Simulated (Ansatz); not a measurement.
# Te on Ta(100): change of the work function, part 5 of 5

Wanted: Δφ(θ) for Te/Ta(100), starting from the hollow site.

Ansatz 0.2.0; plane-wave DFT, RPBE, Ansatz PAW (the session's first sound run).

So far, work function, upper face (eV): step 2 (the clean slab, RPBE) 3.65; step 8 (the 0.25 ML cell at another level of theory, cutoff 420 eV, functional PBE) 3.92; step 9 (the 0.25 ML cell at another level of theory, cutoff 1120 eV, functional PBE, PBE norm-conserving) 3.92; step 10 (the 0.25 ML cell at another level of theory, cutoff 500 eV, functional r2SCAN) 3.92; step 11 (the 0.25 ML cell at another level of theory, cutoff 420 eV, functional revpbe) 3.80.

### 13. The same run with other settings: scf.n_extra_bands = 32

This step: plane-wave DFT, RPBE, Ansatz PAW (Ansatz 0.2.0).

System of this step: Te/Ta(100). The cell holds 6 atoms: 5 Ta and 1 Te. Cell: a = 3.310 Å, b = 3.310 Å, c = 26.758 Å, α = 90.0°, β = 90.0°, γ = 90.0°. Vacuum lies along c.

A run with a changed input: it repeats the earlier run at 1 ML with scf.n_extra_bands to 32.

Contents of input.yaml:

```yaml
crystal:
  lattice:
    - [3.31, 0.0, 0.0]
    - [0.0, 3.31, 0.0]
    - [0.0, 0.0, 26.7582090927]
  atoms:
    - { symbol: Ta, position: [0.0, 0.0, 0.3363453798] }
    - { symbol: Ta, position: [0.5, 0.5, 0.398195558] }
    - { symbol: Ta, position: [0.0, 0.0, 0.4614032485] }
    - { symbol: Ta, position: [0.5, 0.5, 0.5252729706] }
    - { symbol: Ta, position: [0.0, 0.0, 0.5802503262] }
    - { symbol: Te, position: [0.5, 0.5, 0.6636546202] }
kpoints:
  mp_grid: { grid: [9, 9, 1] }
hamiltonian:
  xc: rpbe
scf:
  occupations: { method: fermi_dirac, width: 0.1 }
  convergence: { dr2_threshold: 1.0e-08 }
  n_extra_bands: 32
efield:
  axis: 3
  dipole_correction: true
  ramp_position: 0.97
  ramp_width: 0.06
relax:
  f_tol: 0.02
  max_steps: 60
  constraints: [{ sites: [0, 1] }]
output:
  bader: true
  write_potential: true
  write_density: true
  volumetric_format: npy
```

The run is started by

```
ansatz run input.yaml --threads 4 --pin off --max-ram 12288MiB --backend cpu --events-out ev --progress --plain --runs-dir out
```

Numbers of over 12 decimals in the logs are rounded to 6 here.

Log:

```text
[...]
Crystal: 6 atoms, lattice volume = 293.166 Å³
Basis set: ecut = 420 eV, 5777 PW (Γ), exchange–correlation on 48×48×360 points (8 copies of the dense FFT grid, shifted against one another)
Bands: 73, of which v1, the nominal top of the filled ones, is band 41 counted from 1 (40 counted from 0)
Symmetry: 8 space group operations
[...]
k-points: 15 of 81
[...]
SCF iter   1: F=—  HF=-56711.076932 eV  |F-HF|=—  |Δ(HF+E_count)|=         —  Δρ=6.35e-3  dr2=2.94e0  ethr=1.77e-3  p=-0.054 e·Å  D=-3.34e-2 V/Å  ΔV_dip=0.89 eV  dr2_dipole=7.13e-1  V_vac-E_F(+/−)=4.74/3.85 eV  ⟨swp⟩=7.0  Hψ=5212  notcnv=0  defer=209
[...]
SCF iter  10: F=-56710.969641 eV  HF=-56710.969641 eV  |F-HF|=1.83e-9  |Δ(HF+E_count)|=   1.57e-8  Δρ=5.77e-7  dr2=2.83e-9  ethr=1.23e-11  p=0.002 e·Å  D=1.11e-3 V/Å  ΔV_dip=-0.03 eV  dr2_dipole=3.78e-10  V_vac-E_F(+/−)=3.82/3.85 eV  ⟨swp⟩=10.1  Hψ=5377  notcnv=0
SCF 1 converged in 10 iterations: F = -56710.969641 eV  dr2 = 2.83e-9
[...]
relax step   1: F+E_penalty+E_count = -56710.96964079 eV  Δ(F+E_penalty+E_count) = +0.000e0 eV  max|allowed force component| = 2.219e0 eV/Å  Δτ_max = 0.0000 Å  (10 SCF iters, accepted)
[...]
SCF iter   9: F=-56711.495053 eV  HF=-56711.495053 eV  |F-HF|=5.38e-9  |Δ(HF+E_count)|=   2.80e-8  Δρ=6.62e-7  dr2=1.29e-9  ethr=1.23e-11  p=-0.004 e·Å  D=-2.27e-3 V/Å  ΔV_dip=0.06 eV  dr2_dipole=6.82e-12  V_vac-E_F(+/−)=3.89/3.83 eV  ⟨swp⟩=10.0  Hψ=5281  notcnv=0
SCF 2 converged in 9 iterations: F = -56711.495053 eV  dr2 = 1.29e-9
[...]
relax step   2: F+E_penalty+E_count = -56711.49505314 eV  Δ(F+E_penalty+E_count) = -5.254e-1 eV  max|allowed force component| = 9.428e-1 eV/Å  Δτ_max = 0.1950 Å  (9 SCF iters, accepted)
[...]
SCF iter   9: F=-56711.539420 eV  HF=-56711.539420 eV  |F-HF|=2.81e-9  |Δ(HF+E_count)|=   1.61e-8  Δρ=5.20e-7  dr2=8.13e-10  ethr=1.23e-11  p=-0.010 e·Å  D=-6.03e-3 V/Å  ΔV_dip=0.16 eV  dr2_dipole=1.04e-11  V_vac-E_F(+/−)=4.00/3.83 eV  ⟨swp⟩=10.0  Hψ=5258  notcnv=0
SCF 3 converged in 9 iterations: F = -56711.539420 eV  dr2 = 8.13e-10
relax step   3: F+E_penalty+E_count = -56711.53941999 eV  Δ(F+E_penalty+E_count) = -4.437e-2 eV  max|allowed force component| = 9.718e-1 eV/Å  Δτ_max = 0.1948 Å  (9 SCF iters, accepted)
[...]
relax step   4: F+E_penalty+E_count = -56711.58916290 eV  Δ(F+E_penalty+E_count) = -4.974e-2 eV  max|allowed force component| = 1.397e-1 eV/Å  Δτ_max = 0.1699 Å  (9 SCF iters, accepted)
SCF iter   1: F=—  HF=-56711.598374 eV  |F-HF|=—  |Δ(HF+E_count)|=         —  Δρ=2.21e-3  dr2=8.97e-2  ethr=1.69e-3  p=-0.006 e·Å  D=-4.00e-3 V/Å  ΔV_dip=0.11 eV  dr2_dipole=6.28e-4  V_vac-E_F(+/−)=3.92/3.81 eV  ⟨swp⟩=4.0  Hψ=2254  notcnv=0  defer=247
[...]
SCF iter   8: F=-56711.593775 eV  HF=-56711.593775 eV  |F-HF|=2.27e-9  |Δ(HF+E_count)|=   3.52e-8  Δρ=4.62e-7  dr2=1.20e-9  ethr=1.23e-11  p=-0.007 e·Å  D=-4.41e-3 V/Å  ΔV_dip=0.12 eV  dr2_dipole=4.62e-11  V_vac-E_F(+/−)=3.95/3.83 eV  ⟨swp⟩=10.0  Hψ=5229  notcnv=0
SCF 5 converged in 8 iterations: F = -56711.593775 eV  dr2 = 1.20e-9
relax step   5: F+E_penalty+E_count = -56711.59377546 eV  Δ(F+E_penalty+E_count) = -4.613e-3 eV  max|allowed force component| = 1.691e-2 eV/Å  Δτ_max = 0.0463 Å  (8 SCF iters, accepted)
[...]
SCF converged after 8 iterations
Free energy (F): -56711.593775 eV
[...]
Internal energy: -56711.425703 eV  (E = F + TS)
E sigma→0 (E₀):  -56711.509739 eV
Entropy (-TS):   -0.168072 eV (-28.012 meV/atom)
Fermi energy:    4.774435 eV
Dipole field:    D = -0.004421 V/Å  (p = -0.007163 e·Å, saw-weighted, corrected)
Work function:   Φ+ = 3.9473 eV   Φ− = 3.8290 eV
[...]
--- Forces (eV/Å), atoms counted from 1 ---
  atom   1  Ta     0.00000000     0.00000000     1.12002767
  atom   2  Ta    -0.00000000    -0.00000000    -1.12257429
  atom   3  Ta    -0.00000000     0.00000000    -0.01690895
  atom   4  Ta     0.00000000     0.00000000     0.01536552
  atom   5  Ta    -0.00000000     0.00000000    -0.00485416
  atom   6  Te     0.00000000     0.00000000     0.00896775
  max |Σ_I F_I| component: 2.35e-5 eV/Å
--- Band table (eV; the first three rows and the last of 15) ---
  k-point 0: bands = [... 37 lower, 4.6831, 5.2360, 5.2360, 5.3701, 5.4510, 5.4510, 5.5879, 6.1665, ... 28 higher]
  k-point 1: bands = [... 37 lower, 4.5953, 4.9043, 4.9243, 5.0718, 5.4880, 5.5322, 5.7789, 5.9224, ... 28 higher]
  k-point 2: bands = [... 37 lower, 4.3040, 4.4679, 4.6188, 4.9068, 5.1183, 5.7816, 5.7867, 5.9659, ... 28 higher]
  k-point 14: bands = [... 37 lower, 3.5152, 3.6906, 4.6782, 4.8634, 5.6482, 6.5354, 6.6001, 6.8875, ... 28 higher]
--- Relaxed structure (5 steps of the walk, 5 accepted, 0 SCFs on fresh bases) ---
  F+E_penalty+E_count = -56711.59377546 eV   max|allowed force component| = 1.691e-2 eV/Å
  atoms:
    - { symbol: Ta, position: [0.0, 0.0, 0.336345] }
    - { symbol: Ta, position: [0.5, 0.5, 0.398196] }
    - { symbol: Ta, position: [-8.467966632430414e-19, 0, 0.460864] }
    - { symbol: Ta, position: [0.5, 0.5, 0.524233] }
    - { symbol: Ta, position: [6.97958710997997e-18, 0.0, 0.584694] }
    - { symbol: Te, position: [0.5, 0.5, 0.648965] }
--- Bader charges: 6 sites ---
  site symbol  charge [e]  shift [e]
     0     Ta     -0.1395     0.0000
     1     Ta      0.0738     0.0000
     2     Ta      0.1323     0.0000
     3     Ta      0.1372     0.0000
     4     Ta      0.3508     0.0001
     5     Te     -0.5547     0.0001
  estimated error of the sums over rays = 7.2e-4 e
```

Run time: 40 s. Hardware: 4 threads of Arm Neoverse V2, shared host; peak memory 0.88 GiB.

Step by step:

| step | energy less that of the first step (eV) | largest force component (eV/Å) |
| --- | --- | --- |
| 1 | 0.0000 | 2.2192 |
| 2 | -0.5254 | 0.9428 |
| 3 | -0.5698 | 0.9718 |
| 4 | -0.6195 | 0.1397 |
| 5 | -0.6241 | 0.0169 |

The run keeps the 8 symmetry operations that it works with, so distortions that break them were not tested.

The atoms that moved most (Å):

| atom | dx | dy | dz | length |
| --- | --- | --- | --- | --- |
| Te6 | 0.000 | 0.000 | -0.393 | 0.393 |
| Ta5 | 0.000 | 0.000 | 0.119 | 0.119 |
| Ta4 | 0.000 | 0.000 | -0.028 | 0.028 |
| Ta3 | 0.000 | 0.000 | -0.014 | 0.014 |

The relaxed structure:

```xyz
6
Lattice="3.3100 0.0000 0.0000 0.0000 3.3100 0.0000 0.0000 0.0000 26.7582" Properties=species:S:1:pos:R:3
Ta    0.0000    0.0000    9.0000
Ta    1.6550    1.6550   10.6550
Ta    0.0000    0.0000   12.3319
Ta    1.6550    1.6550   14.0275
Ta    0.0000    0.0000   15.6454
Te    1.6550    1.6550   17.3652
```

This step gave:

```
energy at zero smearing        : -56711.5097 eV
work function, upper face      : 3.947 eV
work function, lower face      : 3.829 eV
dipole along the normal        : -0.007163 e·Å
step between the vacuum levels : 0.1183 eV
```

| quantity | this run | earlier run | difference |
| --- | --- | --- | --- |
| work function, upper face (eV) | 3.947 | 3.947 | 4.8e-5 |
| work function, lower face (eV) | 3.829 | 3.829 | -5.9e-5 |
| dipole along the normal (e·Å) | -0.007163 | -0.007156 | -6.5e-6 |

Nothing in the table moves by 0.01 in its unit (for the dipole 0.5 % and 5e-5 e·Å).

### 14. The same run with other settings

System of this step: Ta(100). The cell holds 5 atoms: 5 Ta. Cell: a = 3.310 Å, b = 3.310 Å, c = 24.620 Å, α = 90.0°, β = 90.0°, γ = 90.0°. Vacuum lies along c.

Another changed input: it repeats the earlier run at 0 ML with scf.eigensolver.kind to davidson, basis.precision to f64, scf.occupations.width from 0.1 removed and scf.occupations.method from fermi_dirac to tetrahedron.

input.yaml, the sections that differ from step 13:

```yaml
crystal:
  lattice:
    - [3.31, 0.0, 0.0]
    - [0.0, 3.31, 0.0]
    - [0.0, 0.0, 24.62]
  atoms:
    - { symbol: Ta, position: [0.0, 0.0, 0.3655564582] }
    - { symbol: Ta, position: [0.5, 0.5, 0.4327782291] }
    - { symbol: Ta, position: [0.0, 0.0, 0.5] }
    - { symbol: Ta, position: [0.5, 0.5, 0.5672217709] }
    - { symbol: Ta, position: [0.0, 0.0, 0.6344435418] }
scf:
  occupations: { method: tetrahedron }
  convergence: { dr2_threshold: 1.0e-08 }
  eigensolver: { kind: davidson }
output:
  write_potential: true
  write_density: true
  volumetric_format: npy
basis:
  precision: f64
# kpoints, hamiltonian, efield, relax: as in step 13
```

Log:

```text
Warning: relax: with tetrahedron occupations the Hellmann–Feynman forces and the energy need not agree along the walk (scf.occupations.method in the input reference, under Limitations); prefer a smearing scheme for the relaxation and re-run the relaxed geometry with tetrahedron occupations for the final energies/DOS
band count auto-derived: 40 (N_el = 65.0; filled up to band 33; 39 by the electrons, moments and atoms)
[...]
davidson cushion auto → on  (no smearing: the cushion is to keep the highest requested band from converging to the state above it; pin scf.eigensolver.cushion to override)
Crystal: 5 atoms, lattice volume = 269.739 Å³
Basis set: ecut = 420 eV, 5323 PW (Γ), exchange–correlation on 48×48×360 points (8 copies of the dense FFT grid, shifted against one another)
Bands: 40, of which v1, the nominal top of the filled ones, is band 33 counted from 1 (32 counted from 0)
Symmetry: 8 space group operations
k-points: 15 of 81
[...]
SCF iter   1: F=—  HF=-49720.635806 eV  |F-HF|=—  |Δ(HF+E_count)|=         —  Δρ=8.21e-3  dr2=2.59e0  ethr=1.77e-3  p=-0.000 e·Å  D=-5.18e-14 V/Å  ΔV_dip=0.00 eV  dr2_dipole=4.03e-9  V_vac-E_F(+/−)=4.02/4.02 eV  ⟨swp⟩=6.5  Hψ=2593  notcnv=0
[...]
SCF iter  15: F=-49720.542071 eV  HF=-49720.542071 eV  |F-HF|=1.16e-9  |Δ(HF+E_count)|=   3.56e-7  Δρ=4.71e-7  dr2=1.97e-9  ethr=1.74e-11  p=-0.000 e·Å  D=-2.14e-9 V/Å  ΔV_dip=0.00 eV  dr2_dipole=1.06e-10  V_vac-E_F(+/−)=3.90/3.90 eV  ⟨swp⟩=3.8  Hψ=1508  notcnv=0
SCF 1 converged in 15 iterations: F = -49720.542071 eV  dr2 = 1.97e-9
  Residual-converged pass: ⟨swp⟩=8.5  Hψ=3069  notcnv=0  max |occ|·‖R‖ = 9.7e-9 eV (tolerance 1.0e-8 eV)  dr2=2.02e-9  dr2_onsite=1.00e-11  max |Δocc| = 2.3e-11
[...]
relax step   1: F+E_penalty+E_count = -49720.54207084 eV  Δ(F+E_penalty+E_count) = +0.000e0 eV  max|allowed force component| = 1.468e0 eV/Å  Δτ_max = 0.0000 Å  (15 SCF iters, accepted)
[...]
SCF iter  16: F=-49720.559443 eV  HF=-49720.559443 eV  |F-HF|=4.80e-9  |Δ(HF+E_count)|=   9.45e-7  Δρ=6.87e-7  dr2=7.82e-9  ethr=8.95e-12  p=0.020 e·Å  D=1.32e-2 V/Å  ΔV_dip=-0.32 eV  dr2_dipole=1.21e-11  V_vac-E_F(+/−)=3.60/3.92 eV  ⟨swp⟩=4.1  Hψ=1695  notcnv=0
SCF 2 converged in 16 iterations: F = -49720.559443 eV  dr2 = 7.82e-9
[...]
relax step   2: F+E_penalty+E_count = -49720.55944250 eV  Δ(F+E_penalty+E_count) = -1.737e-2 eV  max|allowed force component| = 1.684e0 eV/Å  Δτ_max = 0.1967 Å  (16 SCF iters, accepted)
SCF iter   1: F=—  HF=-49720.749296 eV  |F-HF|=—  |Δ(HF+E_count)|=         —  Δρ=8.31e-3  dr2=2.62e0  ethr=3.55e-2  p=0.020 e·Å  D=1.32e-2 V/Å  ΔV_dip=-0.32 eV  dr2_dipole=6.31e-1  V_vac-E_F(+/−)=3.55/3.87 eV  ⟨swp⟩=2.5  Hψ=1257  notcnv=0
[...]
SCF iter  17: F=-49720.664623 eV  HF=-49720.664623 eV  |F-HF|=8.78e-9  |Δ(HF+E_count)|=   5.12e-7  Δρ=6.48e-7  dr2=9.35e-9  ethr=1.75e-11  p=0.014 e·Å  D=9.10e-3 V/Å  ΔV_dip=-0.22 eV  dr2_dipole=6.05e-10  V_vac-E_F(+/−)=3.70/3.92 eV  ⟨swp⟩=3.3  Hψ=1439  notcnv=0
SCF 3 converged in 17 iterations: F = -49720.664623 eV  dr2 = 9.35e-9
[...]
relax step   3: F+E_penalty+E_count = -49720.66462315 eV  Δ(F+E_penalty+E_count) = -1.052e-1 eV  max|allowed force component| = 5.047e-2 eV/Å  Δτ_max = 0.1191 Å  (17 SCF iters, accepted)
SCF iter   1: F=—  HF=-49720.664952 eV  |F-HF|=—  |Δ(HF+E_count)|=         —  Δρ=5.92e-4  dr2=1.15e-2  ethr=4.00e-4  p=0.014 e·Å  D=9.10e-3 V/Å  ΔV_dip=-0.22 eV  dr2_dipole=2.09e-3  V_vac-E_F(+/−)=3.70/3.92 eV  ⟨swp⟩=2.2  Hψ=1323  notcnv=0
[...]
SCF iter  11: F=-49720.664798 eV  HF=-49720.664798 eV  |F-HF|=4.95e-10  |Δ(HF+E_count)|=   3.21e-8  Δρ=5.80e-7  dr2=1.45e-9  ethr=1.64e-11  p=0.014 e·Å  D=9.13e-3 V/Å  ΔV_dip=-0.22 eV  dr2_dipole=3.40e-10  V_vac-E_F(+/−)=3.70/3.92 eV  ⟨swp⟩=4.0  Hψ=1627  notcnv=0
SCF 4 converged in 11 iterations: F = -49720.664798 eV  dr2 = 1.45e-9
[...]
relax step   4: F+E_penalty+E_count = -49720.66479830 eV  Δ(F+E_penalty+E_count) = -1.752e-4 eV  max|allowed force component| = 7.785e-3 eV/Å  Δτ_max = 0.0091 Å  (11 SCF iters, accepted)
[...]
SCF converged after 11 iterations
Stability not checked: this state was not tested for a lower state beside it, because cold or Methfessel-Paxton smearing, or corrected tetrahedra, fill the levels in a way that the test cannot read (fill_not_monotonic; see scf.lower_state_search)
Free energy (F): -49720.664798 eV
[...]
Internal energy: -49720.664853 eV  (E = F + TS)
E sigma→0 (E₀):  -49720.664798 eV
Entropy (-TS):   0.000055 eV (0.011 meV/atom)
Fermi energy:    3.961294 eV
Dipole field:    D = 0.009153 V/Å  (p = 0.013644 e·Å, saw-weighted, corrected)
Work function:   Φ+ = 3.6981 eV   Φ− = 3.9234 eV
[...]
--- Forces (eV/Å), atoms counted from 1 ---
  atom   1  Ta    -0.00000000     0.00000000     1.16723990
  atom   2  Ta     0.00000000     0.00000000    -1.15751532
  atom   3  Ta     0.00000000     0.00000000     0.00426818
  atom   4  Ta    -0.00000000     0.00000000    -0.00626630
  atom   5  Ta    -0.00000000     0.00000000    -0.00778455
  max |Σ_I F_I| component: 5.81e-5 eV/Å
--- Band table (eV; the first three rows and the last of 15) ---
  k-point 0: bands = [... 29 lower, 4.0398, 4.4614, 4.4614, 4.6645, 4.6645, 4.6715, 5.0606, 5.1404, ... 3 higher]
  k-point 1: bands = [... 29 lower, 3.9717, 4.0411, 4.2188, 4.2907, 4.6774, 4.7373, 4.8172, 5.0230, ... 3 higher]
  k-point 2: bands = [... 29 lower, 3.3777, 3.6044, 3.7847, 4.2300, 4.3316, 4.4793, 5.1127, 5.4108, ... 3 higher]
  k-point 14: bands = [... 29 lower, 2.7511, 2.8034, 3.6643, 3.8342, 5.6093, 5.7351, 5.9527, 5.9553, ... 3 higher]
--- Relaxed structure (4 steps of the walk, 4 accepted, 0 SCFs on fresh bases) ---
  F+E_penalty+E_count = -49720.66479830 eV   max|allowed force component| = 7.785e-3 eV/Å
  atoms:
    - { symbol: Ta, position: [0.0, 0.0, 0.3655564582] }
    - { symbol: Ta, position: [0.5, 0.5, 0.4327782291] }
    - { symbol: Ta, position: [0, 0.0, 0.501379] }
    - { symbol: Ta, position: [0.5, 0.5, 0.570739] }
    - { symbol: Ta, position: [0, 0.0, 0.630420] }
```

The job ended after 32 s (4 threads; peak memory 0.58 GiB).

Relaxation path:

| step | energy less that of the first step (eV) | largest force component (eV/Å) |
| --- | --- | --- |
| 1 | 0.0000 | 1.4681 |
| 2 | -0.0174 | 1.6837 |
| 3 | -0.1226 | 0.0505 |
| 4 | -0.1227 | 0.0078 |

The run keeps the 8 symmetry operations that it works with, so distortions that break them were not tested.

The atoms that moved most (Å):

| atom | dx | dy | dz | length |
| --- | --- | --- | --- | --- |
| Ta5 | 0.000 | 0.000 | -0.099 | 0.099 |
| Ta4 | 0.000 | 0.000 | 0.087 | 0.087 |
| Ta3 | 0.000 | 0.000 | 0.034 | 0.034 |

The relaxed structure:

```xyz
5
Lattice="3.3100 0.0000 0.0000 0.0000 3.3100 0.0000 0.0000 0.0000 24.6200" Properties=species:S:1:pos:R:3
Ta    0.0000    0.0000    9.0000
Ta    1.6550    1.6550   10.6550
Ta    0.0000    0.0000   12.3440
Ta    1.6550    1.6550   14.0516
Ta    0.0000    0.0000   15.5210
```

Numbers from this step:

```
work function, upper face      : 3.698 eV
work function, lower face      : 3.923 eV
dipole along the normal        : 0.01364 e·Å
step between the vacuum levels : -0.2253 eV
```

| quantity | this run | earlier run | difference |
| --- | --- | --- | --- |
| work function, upper face (eV) | 3.698 | 3.649 | 0.050 |
| work function, lower face (eV) | 3.923 | 3.838 | 0.085 |
| dipole along the normal (e·Å) | 0.01364 | 0.01148 | 0.0022 |

What moves beyond 0.01 in its unit (for the dipole 0.5 % and 5e-5 e·Å): dipole along the normal (+0.00217 e·Å), work function, lower face (+0.0853 eV) and work function, upper face (+0.0495 eV).

### 15. Results

| Item | Value |
| --- | --- |
| work function of the clean face | 3.65 eV |
| work function at 0.11 ML | 3.69 eV |
| work function at 0.25 ML | 3.79 eV |
| work function at 0.5 ML | 3.88 eV |
| work function at 1 ML | 3.95 eV |
| dipole per adsorbate at 0.11 ML, positive end outwards | -0.10 D |

What this shows: At the lowest coverage Te changes the work function of Ta(100) by under 0.15 eV, within the error of so thin a slab; the largest change, +0.30 eV, comes at higher coverage. The slab has 5 layers, at the tabulated experimental lattice constant, one starting site was run, and quantum-size effects of a slab this thin can reach one or two tenths of an eV.

[Logs are printed without paths, hosts, clocks, repeated set-up lines and the standing remarks that a program may print on its own settings, such as how far it seeks lower states.]

[Hosts, paths, dates, database ids (printed as entryN), source tags and the programs' standing remarks are cut or masked in the printed files.]

[Maps of the electrostatic potential energy from Ansatz leave out the sawtooth potential of an applied field or a dipole correction, so their vacuum need not be flat; planar profiles and work functions include it.]
